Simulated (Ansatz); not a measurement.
**Sensitivity of the G0W0 gap of ReS2 (P-1)**

A base run on ReS2 (P-1), then changed inputs.

Main program and level: Ansatz 0.2.0; G0W0 on LDA, plane waves, PAW.

**1. Set-up**

The cell holds 24 atoms: 8 Re and 16 S. Cell: a = 6.299 Å, b = 6.403 Å, c = 12.465 Å, α = 76.1°, β = 89.6°, γ = 61.2°.

The structure was relaxed with LDA. The runs that relaxed it are not among those shown. Spin-orbit coupling is left out unless a step names it. The default PAW set here is soft_2. Its files were made with PBE.

**2. The base run: 2×2×2 mesh, 588 empty bands, screening to 72 eV**

G0W0 replaces the xc potential by the self-energy, built once from these orbitals. Only a window of levels is corrected, while the sums run over the empty bands that the input names.

The input, input.yaml:

```yaml
crystal:
  lattice:
    - [6.2989537538, -0.0064690069, -0.0061704143]
    - [3.0875081787, 5.6095759146, 0.0084317581]
    - [0.1127224795, 3.3474890922, 12.0062549011]
  atoms:
    - { symbol: Re, position: [0.1875100552, 0.0651746713, 0.2459763082] }
    - { symbol: Re, position: [0.3124637296, 0.4347390015, 0.2540117522] }
    - { symbol: Re, position: [0.7617311051, 0.0364121193, 0.2487565415] }
    - { symbol: Re, position: [0.6875362704, 0.5652609985, 0.7459882478] }
    - { symbol: Re, position: [0.8124899448, 0.9348253287, 0.7540236918] }
    - { symbol: Re, position: [0.2617566394, 0.5364955989, 0.7487692238] }
    - { symbol: Re, position: [0.7382433606, 0.4635044011, 0.2512307762] }
    - { symbol: Re, position: [0.2382688949, 0.9635878807, 0.7512434585] }
    - { symbol: S, position: [0.9062850574, 0.7128829001, 0.1521539481] }
    - { symbol: S, position: [0.6014586977, 0.7791571105, 0.8796750014] }
    - { symbol: S, position: [0.3640404329, 0.7527485837, 0.1385838764] }
    - { symbol: S, position: [0.1446810164, 0.7217054365, 0.8943922345] }
    - { symbol: S, position: [0.355347307, 0.778372552, 0.6056207338] }
    - { symbol: S, position: [0.1359336467, 0.7471646723, 0.3614074599] }
    - { symbol: S, position: [0.6359595671, 0.2472514163, 0.8614161236] }
    - { symbol: S, position: [0.8640663533, 0.2528353277, 0.6385925401] }
    - { symbol: S, position: [0.1014236229, 0.2790804037, 0.3796592305] }
    - { symbol: S, position: [0.5936917038, 0.7870287413, 0.3478334998] }
    - { symbol: S, position: [0.0937149426, 0.2871170999, 0.8478460519] }
    - { symbol: S, position: [0.4063082962, 0.2129712587, 0.6521665002] }
    - { symbol: S, position: [0.8553189836, 0.2782945635, 0.1056077655] }
    - { symbol: S, position: [0.644652693, 0.221627448, 0.3943792662] }
    - { symbol: S, position: [0.3985413023, 0.2208428895, 0.1203249986] }
    - { symbol: S, position: [0.8985763771, 0.7209195963, 0.6203407695] }
kpoints:
  mp_grid: { grid: [2, 2, 2] }
hamiltonian:
  xc: lda
scf:
  occupations: { method: fixed }
gw:
  n_empty_bands: 588
  ecut_chi: 72
  qp_bands: [v2, c2]
  qp_kpoints: band_edges
  screening: { model: contour_deformation }
```

Launch:

```
> ansatz run input.yaml --threads 32 --pin off --max-ram 82944MiB --backend cuda --events-out ev --progress --plain --runs-dir out --devices 1 --max-vram 78GiB
```

Numbers of over 12 decimals in the logs are rounded to 6 here.

What it wrote:

```text
GPUs: using 1 of 1 available (devices: 1).
Engine: ansatz 0.2.0, aarch64-unknown-linux-gnu
Pseudopotentials: kind: paw
Pseudopotential: Re, paw, valence charge 15, recommended cutoff 420 eV (normal), Re.paw.azcp
Pseudopotential: S, paw, valence charge 6, recommended cutoff 420 eV (normal), S.paw.azcp
Functional definition: SPW92
  exchange = slater_x
  correlation = pw_c
device memory: the entry about to start is reckoned to put 12.5 GiB on a device that reports 139.4 GiB free (of which the cap on the GPU budget leaves the run 78.0 GiB)
GPU FFT provider: cuFFT
GPU libraries: cuBLAS 13.8.1, cuFFT 12.4.0, cuSOLVER 12.3.2
GPU matrix products: emulated (plane waves: as basis.precision tells), large ones in fixed point in workspaces of 1.00 GiB
Crystal: 24 atoms, lattice volume = 424.237 Å³
Basis set: ecut = 420 eV, 8317 PW (Γ)
Bands: 132, of which v1, the nominal top of the filled ones, is band 108 counted from 1 (107 counted from 0)
Symmetry: 2 space group operations
Space group: P-1 (ITA 2), of the structure as read, at distance tolerance 7.5e-5 Å
k-points: 8
Non-local potential: Re, projectors of the file, l = 0: 3, l = 1: 2, l = 2: 2, l = 3: 1
Non-local potential: S, projectors of the file, l = 0: 2, l = 1: 2, l = 2: 2
PAW form: soft (Blöchl's): semilocal exchange-correlation on the pseudo side does not see the compensation charge
PAW frozen core: Re, regenerated for the run's functional, and the local potential with it (the file was generated under x = pbe(κ = 0.804, μ = 0.219515), c = pbe(β = 0.066725))
PAW frozen core: S, regenerated for the run's functional, and the local potential with it (the file was generated under x = pbe(κ = 0.804, μ = 0.219515), c = pbe(β = 0.066725))
PAW one-centre angular grid: Re, 590 points (default); XC on 64 Gauss nodes
PAW one-centre angular grid: S, 110 points (default); XC on 64 Gauss nodes
Initial density: superposition of atomic densities (neutral atoms: chi_scale 0, normalization atom), corrected by the library's trained network
Initial wavefunctions: pseudopotential atomic-orbital guess
GPU buffer pool allocated for 182250 grid points (all kernels)
GPU transforms: local potential and band sums: pruned to the plane-wave sphere, on 45×45×90
Functional: x = slater, c = lda
SCF iter   1: F=—  HF=-98789.200813 eV  |F-HF|=—  |Δ(HF+E_count)|=         —  Δρ=9.42e-3  dr2=3.41e-1  ethr=1.77e-3  ⟨swp⟩=5.0  Hψ=3458  notcnv=0  defer=164
preconditioner: auto → Resta (q_TF=auto, 2.438 Å⁻¹)  ε∞=8.3  [insulator: Δε(μ)=1.224 eV  Ē_g=8.209 eV  n_scr=108 (ndim 8)  ℏωp=22.2 eV  f_vac=0.026  ε∞_Penn≈8.3]
SCF iter   2: F=—  HF=-98789.162787 eV  |F-HF|=—  |Δ(HF+E_count)|=   3.80e-2  Δρ=4.63e-3  dr2=4.09e-2  ethr=1.58e-4  ⟨swp⟩=2.2  Hψ=1478  notcnv=0  defer=176
[...]
SCF 1 converged in 9 iterations: F = -98789.158082 eV  dr2 = 3.66e-8
[...]
device memory: the entry about to start is reckoned to put 15.0 GiB (of the 15.7 GiB reckoned in all, the device holds 0.6 GiB already) on a device that reports 138.7 GiB free (of which the cap on the GPU budget leaves the run 77.4 GiB)
NSCF: frozen V_eff on 8 k-points
[...]
device memory: the entry about to start is reckoned to put 19.0 GiB on a device that reports 139.4 GiB free (of which the cap on the GPU budget leaves the run 78.0 GiB)
NSCF: frozen V_eff on 8 k-points
G₀W₀ screening: q 1/8
[... further progress lines ...]
SCF converged after 9 iterations
Free energy (F): -98789.158082 eV
Harris-Foulkes:  -98789.158082 eV  (|F-HF|=1.65e-8)
Internal energy: -98789.158082 eV  (E = F + TS)
E sigma→0 (E₀):  -98789.158082 eV
Fermi energy:    10.947885 eV
--- Per-component energies (eV) ---
  E_band       = -1779.913347
  E_kinetic    = 6080.473714
  E_local      = -18254.806530  (includes V_loc(G=0)·N_el)
  E_nonlocal   = 906.266923
  E_hartree    = 7309.459426
  E_xc         = -4758.641094
  E_vxc        = -3856.418245  (∫ρ·V_xc dr)
  E_paw        = -76315.656188  (= ΣΔE_a)
  E_vpaw       = -1274.345601  (= ΣTr[D̂ρ^β])
  E_aug_tail   = -0.000570  (compensation charges beyond the density's cutoff)
  E_ewald      = -13761.257532
  E_core_change = 5.003770  (= ΣΔE_core)
  E_smearing   = -0.000000  (= −TS)
  E_closure    = -0.000000  (closes the sum)
  Σ components = -98789.158082   (vs F -98789.158082, Δ=0.00e0)
--- Band table (eV; the first three rows and the last of 8) ---
[... rows of the band table ...]
--- G₀W₀: contour deformation, 7 samples at zero and on the imaginary axis and 1 off it, 8 q-points, 588 empty bands' worth ---
  eigenvalues of the whole cell's RPA ε∞ on this k-mesh (on a slab, of 1 + 4πα/V) = 6.4787, 15.1513, 16.7070; static W/v taken at q = 0 is 0.033485
  gw.qp_kpoints: band_edges: 8 of 8 stored k-points solved, in 1 pass; an edge of the gap read off the rows below is read off those points alone
    ik  band        ε_KS         Σx   Σc(E_QP)       V_xc       Z   E_QP_lin       E_QP  E_QP is
     0   107     10.6813   -19.1349     1.9936   -17.2822  0.7545    10.8220    10.8223  root
     0   108     10.9479   -21.3140     1.6063   -20.0578  0.7540    11.2963    11.2980  root
     0   109     12.1543   -15.6538    -3.1974   -19.6583  0.7559    12.9749    12.9614  root
     0   110     12.3674   -15.8396    -3.2354   -19.8742  0.7517    13.1831    13.1667  root
     1   107     10.8816   -20.6227     1.7005   -19.2144  0.7543    11.1726    11.1738  root
     1   108     10.8817   -20.6224     1.7003   -19.2143  0.7543    11.1728    11.1740  root
     1   109     12.2600   -15.7459    -3.2127   -19.7601  0.7542    13.0762    13.0616  root
     1   110     12.2600   -15.7459    -3.2127   -19.7601  0.7542    13.0762    13.0616  root
[...]
7   107     10.4637   -20.8778     1.9889   -19.1505  0.7494    10.7241    10.7252  root
     7   108     10.4637   -20.8778     1.9889   -19.1505  0.7494    10.7241    10.7252  root
     7   109     12.4505   -16.2294    -3.3571   -20.4408  0.7550    13.3220    13.3047  root
     7   110     12.4505   -16.2294    -3.3571   -20.4408  0.7550    13.3220    13.3047  root
```

It took 10 s on 1 × NVIDIA GB200 (shared by 2 runs) with 32 threads of Arm Neoverse V2, shared host; peak memory 2.6 GiB.

In the SCF lines HF is the Harris–Foulkes energy and dr2 the Hartree energy of the density residual, in eV; the loop may stop once dr2 is under the threshold and the program's other checks hold. Hψ counts applications of the Hamiltonian.

This step gave:

* bands summed: 696
* RPA ε∞ on this mesh (eigenvalues): 6.479, 15.15, 16.71
* plane waves in the screening matrix: 609
* q-points in the mesh: 8
* G0W0 gap on the mesh: 1.663 eV
* k of the valence top: 0, 0, 0
* k of the conduction bottom: 0, 0, 0
* starting gap on the mesh: 1.206 eV
* Z at the valence top: 0.7540
* Z at the conduction bottom: 0.7559
* least direct G0W0 gap on the computed points: 1.663 eV

The gap on the mesh goes from 1.21 eV to 1.66 eV, a correction of +0.46 eV. Between the two edge states, bare exchange in place of the xc potential would open the gap by 5.26 eV, and correlation takes back 4.80 eV.

**3. Variant: wider window of levels**

input.yaml: that of step 2 with these lines changed.

```diff
@@ -37,6 +37,6 @@
 gw:
-  n_empty_bands: 588
-  ecut_chi: 72
-  qp_bands: [v2, c2]
-  qp_kpoints: band_edges
+  n_empty_bands: 963
+  ecut_chi: 100
+  qp_bands: [v8, c6]
+  qp_kpoints: [[0, 0, 0]]
   screening: { model: contour_deformation }
```

What it wrote:

```text
GPUs: using 1 of 1 available (devices: 1).
[...]
GPU FFT provider: cuFFT
GPU libraries: cuBLAS 13.8.1, cuFFT 12.4.0, cuSOLVER 12.3.2
[...]
Crystal: 24 atoms, lattice volume = 424.237 Å³
Basis set: ecut = 420 eV, 8317 PW (Γ)
Bands: 132, of which v1, the nominal top of the filled ones, is band 108 counted from 1 (107 counted from 0)
[... 1 set-up line as in the run before ...]
[...]
k-points: 8
[...]
GPU buffer pool allocated for 182250 grid points (all kernels)
[...]
SCF iter   1: F=—  HF=-98789.200813 eV  |F-HF|=—  |Δ(HF+E_count)|=         —  Δρ=9.42e-3  dr2=3.41e-1  ethr=1.77e-3  ⟨swp⟩=5.0  Hψ=3458  notcnv=0  defer=164
[...]
SCF iter   9: F=-98789.158082 eV  HF=-98789.158082 eV  |F-HF|=1.65e-8  |Δ(HF+E_count)|=   1.30e-8  Δρ=2.23e-6  dr2=3.66e-8  ethr=4.63e-11  ⟨swp⟩=9.4  Hψ=3651  notcnv=0
SCF 1 converged in 9 iterations: F = -98789.158082 eV  dr2 = 3.66e-8
[...]
NSCF: frozen V_eff on 8 k-points
[...]
G₀W₀ screening: q 1/8
[... further progress lines ...]
SCF converged after 9 iterations
Free energy (F): -98789.158082 eV
[...]
Internal energy: -98789.158082 eV  (E = F + TS)
E sigma→0 (E₀):  -98789.158082 eV
Fermi energy:    10.947885 eV
[...]
--- Band table (eV; the first three rows and the last of 8) ---
[... rows of the band table ...]
[...]
0   101     10.2477   -22.0395     1.6709   -20.5587  0.7449    10.4370    10.4377  root
     0   102     10.3277   -21.7270     1.6627   -20.2252  0.7461    10.4881    10.4886  root
     0   103     10.4201   -20.6619     1.9580   -18.7164  0.7482    10.4325    10.4325  root
     0   104     10.4569   -20.4400     1.9323   -18.5080  0.7490    10.4572    10.4572  root
     0   105     10.5599   -21.5557     1.5363   -20.1701  0.7492    10.7103    10.7106  root
     0   106     10.6095   -21.5762     1.5383   -20.2165  0.7473    10.7875    10.7880  root
     0   107     10.6813   -19.1349     1.7905   -17.2822  0.7514    10.6191    10.6192  root
     0   108     10.9479   -21.3140     1.3988   -20.0578  0.7509    11.0901    11.0904  root
     0   109     12.1543   -15.6538    -3.3772   -19.6583  0.7527    12.7889    12.7816  root
     0   110     12.3674   -15.8396    -3.4194   -19.8742  0.7484    12.9911    12.9826  root
     0   111     12.8370   -15.9830    -3.7583   -20.4353  0.7479    13.5426    13.5310  root
     0   112     12.8865   -15.7284    -3.7955   -20.2049  0.7477    13.5791    13.5675  root
     0   113     12.8940   -16.8424    -3.8603   -21.4239  0.7430    13.6304    13.6152  root
     0   114     13.0605   -17.1669    -3.9676   -21.8704  0.7387    13.8135    13.7965  root
```

Wall time 14 s (1 × NVIDIA GB200 (shared by 2 runs) with 32 threads); peak memory 3.5 GiB.

Against the base:

```csv
setting,base,variant
empty bands,588,963
screening cutoff (eV),72,100
levels asked,v2 to c2,v8 to c6
points asked,band edges,"[[0, 0, 0]]"
```

**4. Variant: static remainder**

This step: G0W0 on LDA, plane waves, norm-conserving pseudopotentials.

input.yaml: that of step 3 with these lines changed.

```diff
@@ -34,2 +34,3 @@
   xc: lda
+  pseudopotentials: { kind: nc }
 scf:
@@ -37,6 +38,7 @@
 gw:
-  n_empty_bands: 963
+  n_empty_bands: 447
   ecut_chi: 100
-  qp_bands: [v8, c6]
-  qp_kpoints: [[0, 0, 0]]
+  qp_bands: [v2, c2]
+  qp_kpoints: band_edges
   screening: { model: contour_deformation }
+  static_remainder: true
```

What it wrote:

```text
Warning: gw takes pair_densities: pseudo, which can misplace gaps by tens of per cent, since gw.static_remainder lacks the terms of the atoms
GPUs: using 1 of 1 available (devices: 1).
[...]
GPU FFT provider: cuFFT
GPU libraries: cuBLAS 13.8.1, cuFFT 12.4.0, cuSOLVER 12.3.2
[...]
Crystal: 24 atoms, lattice volume = 424.237 Å³
Basis set: ecut = 979.609905 eV, 29555 PW (Γ)
Bands: 132, of which v1, the nominal top of the filled ones, is band 108 counted from 1 (107 counted from 0)
[... 1 set-up line as in the run before ...]
[...]
k-points: 8
[...]
GPU buffer pool allocated for 663552 grid points (all kernels)
[...]
SCF iter   1: F=—  HF=-23754.512900 eV  |F-HF|=—  |Δ(HF+E_count)|=         —  Δρ=6.91e-2  dr2=7.33e1  ethr=3.10e-3  ⟨swp⟩=5.5  Hψ=4328  notcnv=0  defer=153
[...]
SCF iter  12: F=-23742.038757 eV  HF=-23742.038757 eV  |F-HF|=5.34e-8  |Δ(HF+E_count)|=   1.01e-8  Δρ=3.33e-6  dr2=8.62e-8  ethr=4.63e-11  ⟨swp⟩=16.0  Hψ=6521  notcnv=0
SCF 1 converged in 12 iterations: F = -23742.038757 eV  dr2 = 8.62e-8
[...]
G₀W₀ screening: q 1/8
[... further progress lines ...]
SCF converged after 12 iterations
Free energy (F): -23742.038757 eV
[...]
Internal energy: -23742.038757 eV  (E = F + TS)
E sigma→0 (E₀):  -23742.038757 eV
Fermi energy:    11.015323 eV
[...]
--- Band table (eV; the first three rows and the last of 8) ---
[... rows of the band table ...]
[...]
static-remainder magnitude (band-truncation diagnostic): 1.4867 eV
[...]
0   107     10.7479   -16.5315     1.6715   -14.2843  0.7510    10.1652    10.1722  root
     0   108     11.0153   -17.7502     1.1273   -16.3640  0.7512    10.7553    10.7564  root
     0   109     12.2237   -12.1570    -3.6308   -15.9889  0.7529    12.4256    12.4249  root
     0   110     12.4356   -12.2585    -3.6717   -16.1022  0.7486    12.6081    12.6076  root
     1   107     10.9493   -17.3667     1.2660   -15.7548  0.7513    10.6014    10.6035  root
     1   108     10.9495   -17.3664     1.2658   -15.7547  0.7513    10.6015    10.6036  root
     1   109     12.3286   -12.2042    -3.6491   -16.0377  0.7511    12.5136    12.5130  root
     1   110     12.3286   -12.2042    -3.6491   -16.0377  0.7511    12.5136    12.5130  root
[...]
7   107     10.5319   -17.6706     1.5616   -15.7410  0.7464    10.1611    10.1639  root
     7   108     10.5319   -17.6706     1.5616   -15.7410  0.7464    10.1611    10.1639  root
     7   109     12.5199   -12.4393    -3.8301   -16.5382  0.7521    12.7900    12.7887  root
     7   110     12.5199   -12.4393    -3.8301   -16.5382  0.7521    12.7900    12.7887  root
```

Wall time 10 s (1 × NVIDIA GB200 (shared by 2 runs) with 32 threads); peak memory 5.2 GiB.

Against the base:

```csv
setting,base,variant
files,default PAW,norm-conserving
empty bands,588,447
screening cutoff (eV),72,100
static remainder,-,true
```

```csv
quantity,variant,base
starting gap on the mesh,1.208,1.206
G0W0 gap on the mesh,1.669,1.663
least direct G0W0 gap on the computed points,1.669,1.663
Z at the valence top,0.751,0.754
Z at the conduction bottom,0.753,0.756
```

**5. Summary of results**

| Property | Result |
| --- | --- |
| base | 1.66 eV, 10 s |
| wider window of levels | direct gap at the listed points 1.69 eV, 14 s |
| static remainder | 1.67 eV, 10 s |

What this shows: Wider window of levels: only the listed points were computed; the least direct gap there is 1.69 eV, with empty bands, screening cutoff, levels asked and points asked changed against the base. Static remainder: the gap moves by +0.01 eV (the plane-wave cutoff goes from 420 to 979.61 eV); such settings are too crude to quote. The variant differs from the base in files, empty bands, screening cutoff and static remainder together, so the change can't be laid to one of them. This option needs pseudo pair densities, which the log warns can misplace gaps. All runs here use a coarse mesh and modest cutoffs; they test settings and are not final values. The 2×2×2 mesh is coarse for this cell (its supercell is 13 Å along the shortest edge). The RPA ε∞ on it, from the LDA start, is 6.48, 15.15 and 16.71; such meshes misread the long-range screening, most where the gap is narrow. The runs have no spin polarisation. For a closed low-spin shell that is the natural state; where a d or f shell is open it is a constraint, and the gap is then not the crystal's own. With d states at the gap, one-shot GW leans hard on its start. The many-body steps are scalar-relativistic: spin-orbit coupling is not in them.

[Paths, hosts, dates, memory and timing lines, banners, echoed tables and standing remarks are left out of the program output.]

[Logs are printed without paths, hosts, clocks, repeated set-up lines and the standing remarks that a program may print on its own settings, such as how far it seeks lower states.]

[Runs of the session that timed out or met a known fault of the program may be left out.]

[Cells called generated may have been cut or substituted from an entry of the Crystallography Open Database or the Materials Project.]

[Hosts, paths, dates, database ids (printed as entryN), source tags and the programs' standing remarks are cut or masked in the printed files.]
